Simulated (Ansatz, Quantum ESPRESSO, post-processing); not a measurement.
# Rh(111) with two intrinsic faults two layers apart (four hcp-stacked layers): ballistic transmission, part 4 of 4

Aim: the zero-bias transmission with pwcond for this junction: Rh(111) with two intrinsic faults two layers apart (four hcp-stacked layers).

Quantum ESPRESSO 7.5; plane-wave DFT, PBE, GBRV ultrasoft pseudopotentials; cross-check by Ansatz 0.2.0 with PAW datasets.

So far. Step 3 (Transmission with pwcond.x): The run is unpolarised; a magnetic state was not tried, may lie lower and would change T. Step 3 (Transmission with pwcond.x): At no point does T exceed the number of channels.

## (5) The same in Ansatz

As a check, the same structure is run in Ansatz.

Level of this step: plane-wave DFT, PBE, Ansatz PAW (Ansatz 0.2.0).

Contents of input.yaml:

```yaml
crystal:
  lattice:
    - [2.7082189719, 0.0, 0.0]
    - [1.354109486, 2.3453864287, 0.0]
    - [0.0, 0.0, 48.6475336819]
  atoms:
    - { symbol: Rh, position: [0.0, 0.0, 0.0] }
    - { symbol: Rh, position: [0.333333333, 0.333333333, 0.0454545455] }
    - { symbol: Rh, position: [0.666666667, 0.666666667, 0.0909090909] }
    - { symbol: Rh, position: [0.0, 0.0, 0.1363636364] }
    - { symbol: Rh, position: [0.333333333, 0.333333333, 0.1818181818] }
    - { symbol: Rh, position: [0.666666667, 0.666666667, 0.2272727273] }
    - { symbol: Rh, position: [0.0, 0.0, 0.2727272727] }
    - { symbol: Rh, position: [0.333333333, 0.333333333, 0.3181818182] }
    - { symbol: Rh, position: [0.666666667, 0.666666667, 0.3636363636] }
    - { symbol: Rh, position: [0.333333333, 0.333333333, 0.4090909091] }
    - { symbol: Rh, position: [0.666666667, 0.666666667, 0.4545454545] }
    - { symbol: Rh, position: [0.333333333, 0.333333333, 0.5] }
    - { symbol: Rh, position: [0.666666667, 0.666666667, 0.5454545455] }
    - { symbol: Rh, position: [0.0, 0.0, 0.5909090909] }
    - { symbol: Rh, position: [0.333333333, 0.333333333, 0.6363636364] }
    - { symbol: Rh, position: [0.666666667, 0.666666667, 0.6818181818] }
    - { symbol: Rh, position: [0.0, 0.0, 0.7272727273] }
    - { symbol: Rh, position: [0.333333333, 0.333333333, 0.7727272727] }
    - { symbol: Rh, position: [0.666666667, 0.666666667, 0.8181818182] }
    - { symbol: Rh, position: [0.0, 0.0, 0.8636363636] }
    - { symbol: Rh, position: [0.333333333, 0.333333333, 0.9090909091] }
    - { symbol: Rh, position: [0.666666667, 0.666666667, 0.9545454545] }
kpoints:
  mp_grid: { grid: [10, 10, 1] }
hamiltonian:
  xc: pbe
scf:
  occupations: { method: fermi_dirac, width: 0.1 }
  convergence: { dr2_threshold: 1.0e-08 }
output:
  transmission: { leads: [[0, 3]], e_range: [-0.4, 0.4], de: 0.4, kmesh: [10, 10] }
  write_potential: true
  write_density: true
  volumetric_format: npy
  elf: true
```

Run with:

```bash
$ ansatz run input.yaml --threads 8 --pin off --max-ram 16384MiB --backend cpu --events-out ev --progress --plain --runs-dir out
```

Numbers of over 12 decimals in the logs are rounded to 6 here.

The program printed:

```text
Engine: ansatz 0.2.0, aarch64-unknown-linux-gnu
Pseudopotentials: kind: paw
Pseudopotential: Rh, paw, valence charge 17, recommended cutoff 420 eV (normal), Rh.paw.azcp
Functional definition: PBE
  parameter kappa = 0.804
  parameter beta = 0.066725
  exchange = pbe_x(kappa = kappa, mu = beta*pi^2/3)
  correlation = pbe_c(beta = beta)
Crystal: 22 atoms, lattice volume = 309.000 Å³
Basis set: ecut = 420 eV, 6085 PW (Γ)
Bands: 225, of which v1, the nominal top of the filled ones, is band 187 counted from 1 (186 counted from 0)
Symmetry: 12 space group operations
Space group: P-3m1 (ITA 164), of the structure as read, at distance tolerance 6.8e-5 Å
k-points: 14 of 100
Non-local potential: Rh, projectors of the file, l = 0: 3, l = 1: 2, l = 2: 2, l = 3: 1
PAW form: soft (Blöchl's): semilocal exchange-correlation on the pseudo side does not see the compensation charge
PAW one-centre angular grid: Rh, 590 points (default); XC on 64 Gauss nodes
Initial density: superposition of atomic densities (neutral atoms: chi_scale 0, normalization atom), corrected by the library's trained network
Initial wavefunctions: pseudopotential atomic-orbital guess
Functional: x = pbe(κ = 0.804, μ = 0.219515), c = pbe(β = 0.066725)
SCF iter   1: F=—  HF=-140864.117485 eV  |F-HF|=—  |Δ(HF+E_count)|=         —  Δρ=1.75e-2  dr2=9.86e1  ethr=1.77e-3  ⟨swp⟩=5.0  Hψ=9475  notcnv=0  defer=85
preconditioner: auto → Kerker (q_TF=auto, 2.817 Å⁻¹)  [metal: Δε(μ)=0.004 eV  Ē_g=6.234 eV  σ=0.100 eV  W_gap=0.01  n_scr=120 (ndim 8)  ℏωp=29.7 eV  f_vac=0.000  D(μ)=32.10/eV (n_scr^D=384)]
SCF iter   2: F=—  HF=-140864.056200 eV  |F-HF|=—  |Δ(HF+E_count)|=   6.13e-2  Δρ=7.72e-3  dr2=2.93e1  ethr=1.77e-3  ⟨swp⟩=1.1  Hψ=3627  notcnv=0  defer=86
SCF iter   3: F=—  HF=-140864.028434 eV  |F-HF|=—  |Δ(HF+E_count)|=   2.78e-2  Δρ=1.22e-3  dr2=1.19e0  ethr=1.77e-3  ⟨swp⟩=1.0  Hψ=3021  notcnv=0  defer=86
SCF iter   4: F=—  HF=-140864.024277 eV  |F-HF|=—  |Δ(HF+E_count)|=   4.16e-3  Δρ=5.00e-4  dr2=1.37e-1  ethr=3.18e-4  ⟨swp⟩=1.0  Hψ=3021  notcnv=0  defer=113
SCF iter   5: F=—  HF=-140864.024080 eV  |F-HF|=—  |Δ(HF+E_count)|=   1.96e-4  Δρ=1.62e-4  dr2=4.52e-4  ethr=3.65e-5  ⟨swp⟩=1.0  Hψ=3021  notcnv=0  defer=113
SCF iter   6: F=—  HF=-140864.024081 eV  |F-HF|=—  |Δ(HF+E_count)|=   6.88e-7  Δρ=4.75e-5  dr2=2.42e-4  ethr=1.21e-7  ⟨swp⟩=1.3  Hψ=3100  notcnv=0  defer=113
SCF iter   7: F=—  HF=-140864.024060 eV  |F-HF|=—  |Δ(HF+E_count)|=   2.14e-5  Δρ=1.02e-5  dr2=3.89e-6  ethr=6.47e-8  ⟨swp⟩=1.0  Hψ=3021  notcnv=0  defer=113
SCF iter   8: F=—  HF=-140864.024506 eV  |F-HF|=—  |Δ(HF+E_count)|=   4.47e-4  Δρ=4.14e-6  dr2=2.51e-6  ethr=1.04e-9  ⟨swp⟩=1.1  Hψ=3107  notcnv=0  defer=113
SCF iter   9: F=—  HF=-140864.024506 eV  |F-HF|=—  |Δ(HF+E_count)|=   2.85e-9  Δρ=9.43e-7  dr2=1.34e-7  ethr=6.70e-10  ⟨swp⟩=1.0  Hψ=3021  notcnv=0  defer=113
SCF iter  10: F=-140864.024506 eV  HF=-140864.024506 eV  |F-HF|=3.06e-9  |Δ(HF+E_count)|=  6.11e-10  Δρ=2.05e-7  dr2=3.16e-9  ethr=2.67e-12  ⟨swp⟩=6.5  Hψ=7841  notcnv=0
SCF 1 converged in 10 iterations: F = -140864.024506 eV  dr2 = 3.16e-9
  greatest PAW one-centre occupation: 1.000 electrons in one spin orbital (limit 2), on the Rh atom at site 14 (counted from 0), in its partial waves of l = 0
transmission: 126 of 1246 steps passed
transmission: 250 of 1246 steps passed
[...]
transmission: 1246 of 1246 steps passed
SCF converged after 10 iterations
Free energy (F): -140864.024506 eV
Harris-Foulkes:  -140864.024506 eV  (|F-HF|=3.06e-9)
Internal energy: -140862.959995 eV  (E = F + TS)
E sigma→0 (E₀):  -140863.492251 eV
Entropy (-TS):   -1.064512 eV (-48.387 meV/atom)
Fermi energy:    21.804026 eV
--- Per-component energies (eV) ---
  E_band       = -2069.431503
  E_kinetic    = 12602.664827
  E_local      = -34970.684644  (includes V_loc(G=0)·N_el)
  E_nonlocal   = 7800.783769
  E_hartree    = 12292.518884
  E_xc         = -4878.818189
  E_vxc        = -6124.502013  (∫ρ·V_xc dr)
  E_paw        = -78911.192190  (= ΣΔE_a)
  E_vpaw       = -5962.750466  (= ΣTr[D̂ρ^β])
  E_aug_tail   = 0.019234  (compensation charges beyond the density's cutoff)
  E_ewald      = -54798.251685
  E_smearing   = -1.064512  (= −TS)
  E_closure    = -0.000000  (closes the sum)
  Σ components = -140864.024506   (vs F -140864.024506, Δ=0.00e0)
--- Band table (eV; the first three rows and the last of 14) ---
  k-point 0: bands = [... 183 lower, 20.8104, 20.8104, 20.8165, 20.8165, 20.8336, 20.8336, 20.9295, 20.9295, ... 34 higher]
  k-point 1: bands = [... 183 lower, 20.5956, 20.6194, 20.7055, 20.7332, 20.7434, 20.7846, 20.8370, 20.8598, ... 34 higher]
  k-point 2: bands = [... 183 lower, 20.4633, 20.5006, 20.5701, 20.6035, 20.6960, 20.8524, 20.8677, 20.8838, ... 34 higher]
  k-point 13: bands = [... 183 lower, 22.0234, 22.0441, 22.0806, 22.0988, 22.1240, 22.1388, 22.1400, 22.1743, ... 34 higher]
--- Transmission ---
  basis      : 55 plane waves across, 89 finite elements along
  points     : 14, standing for a mesh of 10 x 10
  energies   : 3 from -0.400000 to 0.400000 eV about the Fermi level, 0.400000 eV apart; the leads are filled to 0.000000 eV, and channels, transmission and decay are at 0.000000 eV
  crystal 0  : Rh3, at the sites [0, 3], period 6.6338 Å, over 44.23 Å; its Hamiltonian steps by up to 0.8 meV
    offset         : up to 0.0000 Å between an atom of the period and one for which it stands
    channels       : 1.800000e0 a spin
    conductance    : none, the energies end too early or step too widely for 300 K: set another output.transmission.e_range or a lower de, or, where they end at an eighth of basis.ecutwfc, a higher one
  junction   : crystal 0 to crystal 0, -2.62 to 39.39 Å
    transmission   : 1.412745e0 a spin
    conductance    : none, the energies end too early or step too widely for 300 K: set another output.transmission.e_range or a lower de, or, where they end at an eighth of basis.ecutwfc, a higher one
```

It took 23 s on 8 threads of Arm Neoverse N1, shared host; peak memory 2.8 GiB.

Read from the output:

| Item | Value |
| --- | --- |
| free energy | -140864.0245 eV |
| energy at zero smearing | -140863.4923 eV |
| smearing term TS | 1.065 eV |
| Fermi energy | 21.80 eV |
| symmetry operations | 12 |
| transmission at the Fermi level, one spin | 1.413 |
| lead channels at the Fermi level, one spin | 1.8 |
| step of the lead's Hamiltonian over a period | 0.8 meV |

Per spin; mean over the k mesh across the current. Transmission, zone mean against energy, zero at the Fermi level:

```
energy (eV)  transmission, zone mean
     -0.400                     1.25
      0.000                     1.41
      0.400                     1.33
```

Per spin; mean over the k mesh across the current. Open channels, zone mean against energy, zero at the Fermi level:

| energy (eV) | open channels, zone mean |
| --- | --- |
| -0.400 | 1.62 |
| 0.000 | 1.8 |
| 0.400 | 2.16 |

ELF in the ca plane at fractional y = 0.333, with atoms of Rh within 0.2 Å of it. It is the smooth field of the valence electrons, not physical close to the nuclei.

Ten even steps from '0' (0.18) to '9' (0.77), each cell a mean:
```
00024200001000024300001000034211024310001000
00034300001000024300001000034211024310001000
00012100023200012100023200012100012100023210
20100010278720100010268730100000000010268730
40111110599950111110499950111000001110499950
40111110599950111110499950111000001110499950
20100010378730100010378730100000000010278730
00011100124200011100024310011100012100024310
```
Columns run along c (16.0 Å, from fractional 0.34 to 0.66 of the cell), rows up along a (2.7 Å). Atoms in or near the plane, at fractional coordinates: Rh at (0.41, 0.33), Rh at (0.50, 0.33), Rh at (0.64, 0.33).

Electrostatic potential energy in the ca plane at fractional y = 0.333, with atoms of Rh within 0.2 Å of it. With pseudopotentials it is smooth inside the atoms' cores, unlike the true potential.

Ten even steps from '0' (-64 eV) to '9' (23 eV), each cell a mean:
```
99976799999999976799999999976799976799999999
99976799999999976799999999976799976799999999
99987899977799987899977799987899988899987799
79999999732379999999742379999999999999742379
59999999500059999999510059999999999999610049
59999999500059999999510059999999999999610049
79999999731379999999731379999999999999731369
99988899976799988899976799988899988899976799
```
Columns run along c (16.0 Å, from fractional 0.34 to 0.66 of the cell; values clipped at the 3rd and 97th percentile), rows up along a (2.7 Å). Atoms in or near the plane, at fractional coordinates: Rh at (0.41, 0.33), Rh at (0.50, 0.33), Rh at (0.64, 0.33).

Ansatz finds T = 1.41 against pwcond's 1.40.

## (6) All levels side by side

All levels:

```
                   step  T at the Fermi level (per spin)  conductance (G0)  r.m.s. T(E) from the first  CPU time of the step (s)  peak memory (GiB)
                 Ansatz                            1.413                 -                           0                     169.8              2.784
                 pwcond                            1.396             1.396                     0.07373                     943.7               0.64
pwcond, changed setting                            1.254             1.254                      0.1734                     761.6               0.66
```

Per spin; mean over the k mesh across the current. Table of transmission, zone mean by energy, zero at the Fermi level:

```csv
energy (eV),Ansatz,pwcond,"pwcond, changed setting"
-0.400,1.25,1.13,1.01
0.000,1.41,1.40,1.25
0.400,1.33,1.29,1.27
```

## (7) By hand

The Landauer sum over the mesh, Σ w T = 0.1200 × 2.35 + 0.1200 × 1.43 + 0.0600 × 1.96 + … = 1.396.

G = 1.4 × 77.48 µS = 108 µS a cell. Times the area of 6.352 Å², the resistance-area product is A/G = 0.587 fΩ m², the leads' contact resistance included.

## (8) Summary of results

```yaml
conductance_from_t_at_the_fermi_level_a_cell: 1.40 G₀
conductance_per_area: 1703 S/μm²
lead_channels_per_spin: 1.74
the_same_conductance_by_ansatz: 1.41 G₀
```

What this shows: The junction conducts 1.40 G₀ a cell at the Fermi level (PBE, GBRV ultrasoft). At the Fermi level the junction passes 80 % of what the leads offer. At the Fermi level pwcond and Ansatz differ by 1.2 %, a close match. The codes count unlike numbers of lead channels on 6 % of the mesh. The mean rests on 14 distinct points, the heaviest weighing 0.12, and the mesh was not tested, so even the second digit is unsure. Over -0.4 to 0.4 eV, T lies between 1.1 and 1.4 per spin. The geometry is as built, not relaxed, and the leads are short.

[Logs are printed without paths, hosts, clocks, repeated set-up lines and the standing remarks that a program may print on its own settings, such as how far it seeks lower states.]

[Hosts, paths, dates, database ids (printed as entryN), source tags and the programs' standing remarks are cut or masked in the printed files.]

[Maps of the electrostatic potential energy from Ansatz leave out the sawtooth potential of an applied field or a dipole correction, so their vacuum need not be flat; planar profiles and work functions include it.]
